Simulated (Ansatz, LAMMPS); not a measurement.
# Glassy 61Al2O3-39P2O5 (mol %) (104 atoms): support functions against a reference, part 2 of 2

Wanted: errors and times of a linear-scaling basis for glassy 61Al2O3-39P2O5 (mol %) (104 atoms). A setting counts as converged where the r.m.s. difference of forces stays under 1 % of the r.m.s. force.

Ansatz 0.2.0; Kohn-Sham DFT, PBE, PAW (set soft_2), plane waves.

The cell: 22 Al, 14 P and 68 O. The quench rate of 50 K/ps is many orders above laboratory rates. The starting topology of bonds comes from the classical model. Sampling is at Γ alone, for a cell whose shortest periodic width is 11 Å.

So far. Step 14 (Support functions medium, radius 5.36 Å): Forces differ from the reference by 0.44 meV/Å r.m.s., 0.037 % of their size, well within a tolerance of 1 %; the energy by -0.88 meV/atom. It took 18 times the reference's time (shared host, so rough). The two runs also began from different starting densities, which bears on cycles and time.

## (15) Support functions medium, radius 3.04 Å

The radius confines each support function; a larger one gives more freedom and more work per atom.

input.yaml

```yaml
crystal:
  lattice:
    - [10.80682, 0.0, 0.0]
    - [0.0, 10.80682, 0.0]
    - [0.0, 0.0, 10.80682]
  atoms:
    [... the 104 atom lines of step 3 ...]
kpoints:
  mp_grid: { grid: [1, 1, 1] }
hamiltonian:
  xc: pbe
scf:
  occupations: { method: fixed }
  eigensolver: { kind: { support_functions: { accuracy: medium, radius: 3.04 } } }
  max_iter: 150
output:
  forces: true
  eigenvalues: true
```

Started as:

```bash
$ ansatz run input.yaml --threads 4 --pin off --max-ram 8192MiB --backend cpu --events-out ev --progress --plain --runs-dir out
```

Wall time 3.2 s (4 threads of Intel Xeon Platinum 8488C (Sapphire Rapids), shared host); peak memory 0.32 GiB.

The program refuses radii under 3.40 Å for these atoms at this level.

## (16) A run with a doubtful setting

A doubtful change is made on purpose, to see how the program answers.

This step: Kohn-Sham DFT, PBE, PAW (set soft_2), localised support functions (low) (Ansatz 0.2.0).

input.yaml, the sections that differ from step 15:

```yaml
scf:
  occupations: { method: tetrahedron }
  eigensolver: { kind: { support_functions: { accuracy: low } } }
  max_iter: 60
output:
  forces: true
# crystal, kpoints, hamiltonian: as in step 15
```

The job ended after 0.04 s (4 threads; peak memory 0.042 GiB).

The program refused the input before any cycle.

The program's message: “Error: scf.eigensolver.kind.support_functions with scf.occupations.method: tetrahedron|tetrahedron_uncorrected — tetrahedra are not implemented on support functions; set another scf.occupations.method …”

The fault in the input: tetrahedra on support functions (basis.ecutwfc removed, support_functions.accuracy = "low" and scf.occupations.method = "tetrahedron"). The fix is to go back to the occupations of the reference.

## (17) Other settings

Changed here: scf.mixing.algorithm = "broyden", scf.mixing.beta = 0.7 and total_charge = -1.

This step: Kohn-Sham DFT, PBE, PAW (set soft_2), plane waves (Ansatz 0.2.0).

input.yaml, the sections that differ from step 16:

```yaml
scf:
  occupations: { method: fixed }
  mixing: { algorithm: broyden, beta: 0.7 }
output:
  forces: true
  stress: true
  populations: true
  dos:
    method: { smearing: { sigma: 0.08 } }
    de: 0.1
    projected: { site_lists: { Al: [Al], O: [O], P: [P] } }
  eigenvalues: true
total_charge: -1
# crystal, kpoints, hamiltonian: as in step 16
```

Elapsed: 0.05 s, on 4 threads; peak memory 0.085 GiB; 0.07 s of CPU time.

The input was rejected at the start.

The program's message: “Error: inconsistent input (scf.occupations.method, magnetization): a σ = 0 step fill (method: fixed, or a smearing width below the step floor) cannot realise an odd electron count (545) without a lock …”

Runs without a result: support functions high (refused); support functions high (refused); scf.mixing.algorithm = "broyden", scf.mixing.beta = 0.7 and total_charge = -1 (refused).

## (18) What each setting buys

Each row is set against the plane-wave reference (Kohn-Sham DFT, PBE, PAW (set soft_2), plane waves; r.m.s. force component 1.18 eV/Å). Energies are set beside the reference only for runs with its functional, potentials and electron count. Times are for 4 threads of Intel Xeon Platinum 8488C (Sapphire Rapids), shared host. The reference's time includes the DOS, ELF, the stress and grids, which some other runs skip.

```
                           run  Δ force, r.m.s. (meV/Å)  share of r.m.s. force (%)  Δ energy (meV/atom)  Δ gap (eV)  cycles  time  host memory (GiB)
                     reference                        -                          -                    -           -       9  15 s                1.7
plane waves at 750 eV (750 eV)                    0.914                     0.0773                -3.93      9.0e-4       9  20 s                3.3
```

## (19) Cost against change

Differences are against the run with plane waves at 750 eV (Kohn-Sham DFT, PBE, PAW (set soft_2), plane waves), whose r.m.s. force component is 1.18 eV/Å. Energies are set beside the reference only for runs with its functional, potentials and electron count. Times are for 4 threads of Intel Xeon Platinum 8488C (Sapphire Rapids), shared host.

```
                                    run  Δ force, r.m.s. (meV/Å)  share of r.m.s. force (%)  Δ energy (meV/atom)  Δ gap (eV)  cycles     time  host memory (GiB)
                              reference                        -                          -                    -           -       9     20 s                3.3
               support functions medium                    0.622                     0.0526               -0.884     -0.0015      14     88 s                3.6
                  support functions low                    0.797                     0.0674               -0.867     -0.0029      12     84 s                3.5
support functions medium, radius 3.47 Å                    0.731                     0.0618               -0.884     -0.0018      14     90 s                3.4
support functions medium, radius 3.75 Å                    0.527                     0.0446               -0.884     -0.0011      14  1.9 min                3.9
 support functions medium, radius 4.0 Å                    0.445                     0.0376               -0.884     -9.0e-4      14  2.1 min                4.4
support functions medium, radius 4.29 Å                    0.399                     0.0337               -0.884     -8.0e-4      14  2.6 min                5.0
support functions medium, radius 4.82 Å                    0.414                      0.035               -0.884     -8.0e-4      14  3.8 min                6.2
support functions medium, radius 5.36 Å                    0.444                     0.0375               -0.884      -0.001      14  5.9 min                7.1
```

## (20) The first run in detail

The first run, on the default basis, asked for the full analyses, so its electronic structure is set out here.

Neighbours are counted within 2.48 Å (O-Al), 2.02 Å (O-P).

Length of the force by element and coordination:

```
element  coordination  atoms  mean length of the force (eV/Å)  spread  least  most
     Al           all     22                             2.01   0.881  0.353  3.82
     Al             4     16                             2.07   0.976  0.353  3.82
     Al             5      6                             1.84   0.517   1.25  2.42
      O           all     68                             1.71   0.684  0.520  4.17
      O             2     54                             1.74   0.713  0.520  4.17
      O             3     14                             1.61   0.546  0.628  2.32
      P           all     14                             2.36    1.22  0.482  4.80
```

Löwdin charges by element and coordination (they lack the spilled electrons, 0.070 e an atom on average):

```
element  coordination  atoms  mean charge (e)  spread   least    most
     Al           all     22             1.37  0.0363    1.31    1.45
     Al             4     16             1.38  0.0319    1.31    1.45
     Al             5      6             1.34  0.0212    1.31    1.36
      O           all     68           -0.802   0.051  -0.927  -0.715
      O             2     54           -0.793  0.0492  -0.927  -0.715
      O             3     14           -0.835  0.0436  -0.880  -0.741
      P           all     14             2.26   0.023    2.21    2.31
```

States in the cell by windows of 1 eV, zero at the Fermi level; the larger projections on atomic orbitals stand beside the total:

```
from (eV)  to (eV)  total   O p  Al p  P p
      -10       -9   21.1  14.9   0.9  2.2
       -9       -8   31.5  22.9   1.6  3.9
       -8       -7   23.4  18.2   1.3  1.8
       -7       -6   45.0  37.8   2.3  1.6
       -6       -5   58.5  51.3   2.6  1.5
       -5       -4   62.8  57.3   2.0  0.9
       -4       -3   60.0  56.3   1.5  0.5
       -3       -2   45.3  42.9   1.2  0.1
       -2       -1   17.3  16.3   0.6  0.0
       -1        0    8.2   7.8   0.2  0.0
        0        1    0.8   0.8   0.0  0.0
        1        2    0.0   0.0   0.0  0.0
        2        3    2.0   0.1   0.1  0.1
        3        4    4.5   0.5   0.8  0.5
        4        5   21.1   2.4   4.4  3.3
```

With fixed occupations the program's Fermi level is the highest filled level; weight inside the gap is the broadening of levels at its edges.

Between -25 and -10 eV lie 170 more states.

The levels nearest the highest filled one (over half full), pooled over k-points and spins:

```
level less the highest filled one (eV)  occupation
                                 -1.04           2
                                 -1.02           2
                                -0.858           2
                                -0.686           2
                                -0.540           2
                                     0           2
                                  2.39           0
                                  3.54           0
                                  3.65           0
                                  4.09           0
                                  4.11           0
                                  4.27           0
```

Valence density in the ac plane at fractional y = 0.255, with atoms of Al and P and O within 0.2 Å of it. It is the smooth field of the valence electrons, not physical close to the nuclei.

Ten steps, logarithmic in the rise over the least value, from '0' (0.0 e/Å³) to '9' (6.6 e/Å³), each cell a mean:
```
224677545788631000000000000011
345788543455421000000000000123
345776421233321111100000001244
334443211234322233321000012355
455431002456543357753111112345
456531002467643479874322211233
356531001355432368865443321112
234421000122211234554454321001
122210000001110012344454210000
122321000012221001234443100000
245653100123443100123221000001
358985210135553100112110000001
368985211245553200000000000001
246663223443344210000000000111
122321234553356542100110001122
111111235554578974223443111222
211011234433479986446886322222
211112222211257875468998521122
211245542100124554257886421112
111368974100012344345554221222
101479985210001345443211122332
101357875322111233321000012221
000235555555421112110000001111
012344445788631000000000000010
```
Columns run along a (10.8 Å), rows up along c (10.8 Å). Atoms in or near the plane, at fractional coordinates: Al at (0.89, 0.23), P at (0.60, 0.20), P at (0.39, 0.41), P at (0.02, 0.85), O at (0.50, 0.31), O at (0.19, 0.14), O at (0.73, 0.26), O at (0.11, 0.49).

Electrostatic potential energy in the ac plane at fractional y = 0.255, with atoms of Al and P and O within 0.2 Å of it. With pseudopotentials it is smooth inside the atoms' cores, unlike the true potential.

Ten even steps from '0' (-50 eV) to '9' (11 eV), each cell a mean:
```
888756645533799999999999999999
556423888888888999999999999987
003556999998878899999999999973
001689999998777899999999999971
124899999986778886699999999985
777899999965789962268889999998
987899999998999974453358999999
999999999999999999720027999999
999999999999999999840037999999
999999999999999999876678999999
998789999999999999999999999999
983238999988889999999999999999
973138999864468999999999999999
997689998620026899999999999999
999999998610016789999999999999
999999999853342258999999998899
999988999988851027887447876678
899888899999985343243114766767
899988899999998730003336767767
999973369999999730015888866668
999951048999999874357999987889
999984357899999988889999999999
999997422578999999999999999999
999987301334799999999999999999
```
Columns run along a (10.8 Å; values clipped at the 3rd and 97th percentile), rows up along c (10.8 Å). Atoms in or near the plane, at fractional coordinates: Al at (0.89, 0.23), P at (0.60, 0.20), P at (0.39, 0.41), P at (0.02, 0.85), O at (0.50, 0.31), O at (0.19, 0.14), O at (0.73, 0.26), O at (0.11, 0.49).

Mean Löwdin charges: Al +1.37, O -0.80, P +2.26 e (they miss 1.3 % of the electrons, so they add up to more than the cell's charge).

## (21) Structure statistics

These statistics describe the geometry on which the runs were made.

Density 2.78 g/cm³, 12.14 Å³ an atom.

g(r), total and by pair (bins of 0.2 Å):

```
r (Å)  total   O-O  O-Al   O-P  Al-Al  Al-P   P-P
 1.40   0.47  0.00  0.00  2.67   0.00  0.00  0.00
 1.60   2.32  0.00  2.06  9.95   0.00  0.00  0.00
 1.80   1.88  0.00  6.78  0.00   0.00  0.00  0.00
 2.00   0.23  0.00  0.84  0.00   0.00  0.00  0.00
 2.20   0.02  0.00  0.07  0.00   0.00  0.00  0.00
 2.40   0.80  1.79  0.06  0.09   0.00  0.00  0.00
 2.60   1.15  2.54  0.24  0.00   0.00  0.00  0.00
 2.80   0.99  1.96  0.26  0.00   1.34  0.20  0.00
 3.00   0.95  1.20  0.11  0.47   3.66  2.49  1.12
 3.20   1.08  1.10  0.65  0.30   1.82  4.48  2.08
 3.40   0.69  0.36  1.04  0.86   1.08  0.85  0.00
 3.60   0.96  0.49  1.48  1.62   0.80  0.39  0.00
 3.80   1.17  0.81  1.46  1.83   0.42  1.11  1.05
 4.00   1.12  0.74  1.39  1.98   0.64  0.50  0.94
 4.20   1.16  0.88  1.75  1.26   0.59  0.65  1.17
 4.40   1.01  0.81  1.40  0.71   1.07  1.17  1.84
 4.60   1.06  1.10  0.84  1.12   0.88  1.55  1.22
 4.80   1.07  1.39  0.80  0.69   1.44  1.06  0.67
 5.00   1.02  1.42  0.66  0.66   0.83  0.85  1.62
 5.20   1.02  1.28  0.70  0.82   1.39  0.91  1.34
```

Bonds by pair of elements; cutoffs follow the first minimum of g(r), held within bounds set by covalent radii, and pairs that aren't listed don't count as bonded:

```
pair A-B  cutoff (Å)  bonds  mean length (Å)  spread (Å)  shortest (Å)  B about A  A about B
    O-Al        2.48     94             1.80       0.119           1.6       1.38       4.27
     O-P        2.02     56             1.53       0.037          1.46      0.824          4
```

How many atoms have how many bonded neighbours:

```
element  mean   2   3   4  5
     Al  4.27   0   0  16  6
      O  2.21  54  14   0  0
      P     4   0   0  14  0
```

Oxygen atoms by the number of network formers (Si, P, Ge, B, Al, As, Ga) bound to them:

```
network formers bound to O  O atoms  per cent
                         0        0         0
                         1        0         0
                         2       54      79.4
                         3       14      20.6
```

Network units: each former by its oxygen neighbours and how many of them bridge to another former:

```
former  O neighbours  bridging O  atoms
     P             4           4     14
    Al             4           4     16
    Al             5           5      6
```

Rings of the network by King's shortest-path rule, up to 12 atoms, one path for each pair of neighbours; H, halogens, alkali and alkaline-earth atoms are left out, and the last column divides by all other atoms, bonded or not:

```
ring size (atoms)  rings  per network atom
                4      4             0.038
                6      6             0.058
                8     22             0.212
               10     33             0.317
               12     32             0.308
```

First main peaks of g(r), for some of the pairs, lie near 2.5 Å (O-O), 1.8 Å (O-Al), 1.5 Å (O-P), 3.1 Å (Al-Al), 3.2 Å (Al-P) and 3.1 Å (P-P). Counting bonds as in the table, 73 % of Al atoms have 4, 79 % of O atoms have 2 and all P atoms have 4 bonded neighbours. 79 % of the oxygens bridge two formers (P and Al) and 0 % are non-bridging; 21 % join three. The commonest Al unit has 4 oxygens, 4 of them shared with other formers (16 of 22 atoms). Rings of 10 atoms are the most common (34 % of those counted); sizes run from 4 to 12, where the search stops.

Local excerpt of 11 atoms (numbers count through the whole input) about O83, which has 3 bonded neighbours where the commonest count for O is 2; x, y, z are measured from there.

```
atom      x      y      z  distance (Å)  bonds  Löwdin charge (e)     Fx     Fy  Fz (eV/Å)
 O83   0.00   0.00   0.00          0.00      3              -0.77  -1.05   1.37      -1.54
 P33   0.62  -1.08   0.93          1.55      4               2.25  -0.65  -0.01       0.28
Al22   0.99   1.74   0.33          2.02      5               1.32  -1.17   1.52       1.21
Al17  -1.10   0.67  -1.60          2.05      5               1.36  -1.14   0.51      -0.77
 O71   1.00  -0.31   2.17          2.41      2              -0.78   0.68  -0.05      -0.43
 O69   1.75  -1.71   0.13          2.45      2              -0.79  -0.52  -0.38       1.11
 O95  -0.05   2.13  -1.38          2.54      3              -0.74  -0.66  -0.87       1.14
 O37  -0.42  -2.12   1.37          2.56      2              -0.80  -0.21  -1.15      -0.17
 O41  -1.60  -1.05  -1.78          2.61      3              -0.88   1.80  -0.89      -0.04
 O58  -0.58   2.13   1.40          2.62      3              -0.84   0.90  -0.24      -0.87
 O60   2.43   1.02  -0.11          2.63      2              -0.90   1.92  -1.26      -0.11
```

The column of bonds counts only the pairs O-Al within 2.48 Å, O-P within 2.02 Å; other neighbours, such as metal atoms beside each other in a compound, aren't counted, and periodic images can show an atom twice.

## (22) Results

- free energy per atom: -587.2706 eV/atom
- pressure: 5.642 GPa
- r.m.s. force component: 1.182 eV/Å
- gap (highest filled to lowest empty level): 2.39 eV
- wall time of the 10 DFT runs: 21 min

**Reading.** Against plane waves at 750 eV, the forces differ by 0.62 meV/Å (0.053 %) with support functions medium, and by 0.40 meV/Å in the closest run (support functions medium, radius 4.29 Å). At 104 atoms the fastest of the runs at a preset level, support functions low, takes 4.3 times the time of plane waves, in 12 SCF cycles against 9. Differences between support functions and plane waves include what basis error the plane-wave run still has. As the radius goes from 3.47 to 5.36 Å, the force difference goes from 0.73 to 0.44 meV/Å (not steadily; the least is 0.40 at 4.29 Å), and the time from 90 s to 5.9 min.

The highest filled and lowest empty levels differ by 2.39 eV (at Γ alone); a semilocal functional tends to put such gaps too low. In a disordered cell it changes from sample to sample, and tail or defect levels can set it. Counting bonds as in the table, 73 % of Al atoms have 4, 79 % of O atoms have 2 and all P atoms have 4 bonded neighbours. 79 % of the oxygens bridge two formers (P and Al) and 0 % are non-bridging; 21 % join three.

Caveats: The force components of 1.2 eV/Å r.m.s. reflect the temperature of the frame as well as the gap between the generating potential and DFT. The pressure of 5.6 GPa is that of one thermal frame, in which the classical model's bond lengths enter as well as the volume, without the kinetic term.

[Logs are printed without paths, hosts, clocks, repeated set-up lines and the standing remarks that a program may print on its own settings, such as how far it seeks lower states.]

[Hosts, paths, dates, database ids (printed as entryN), source tags and the programs' standing remarks are cut or masked in the printed files.]
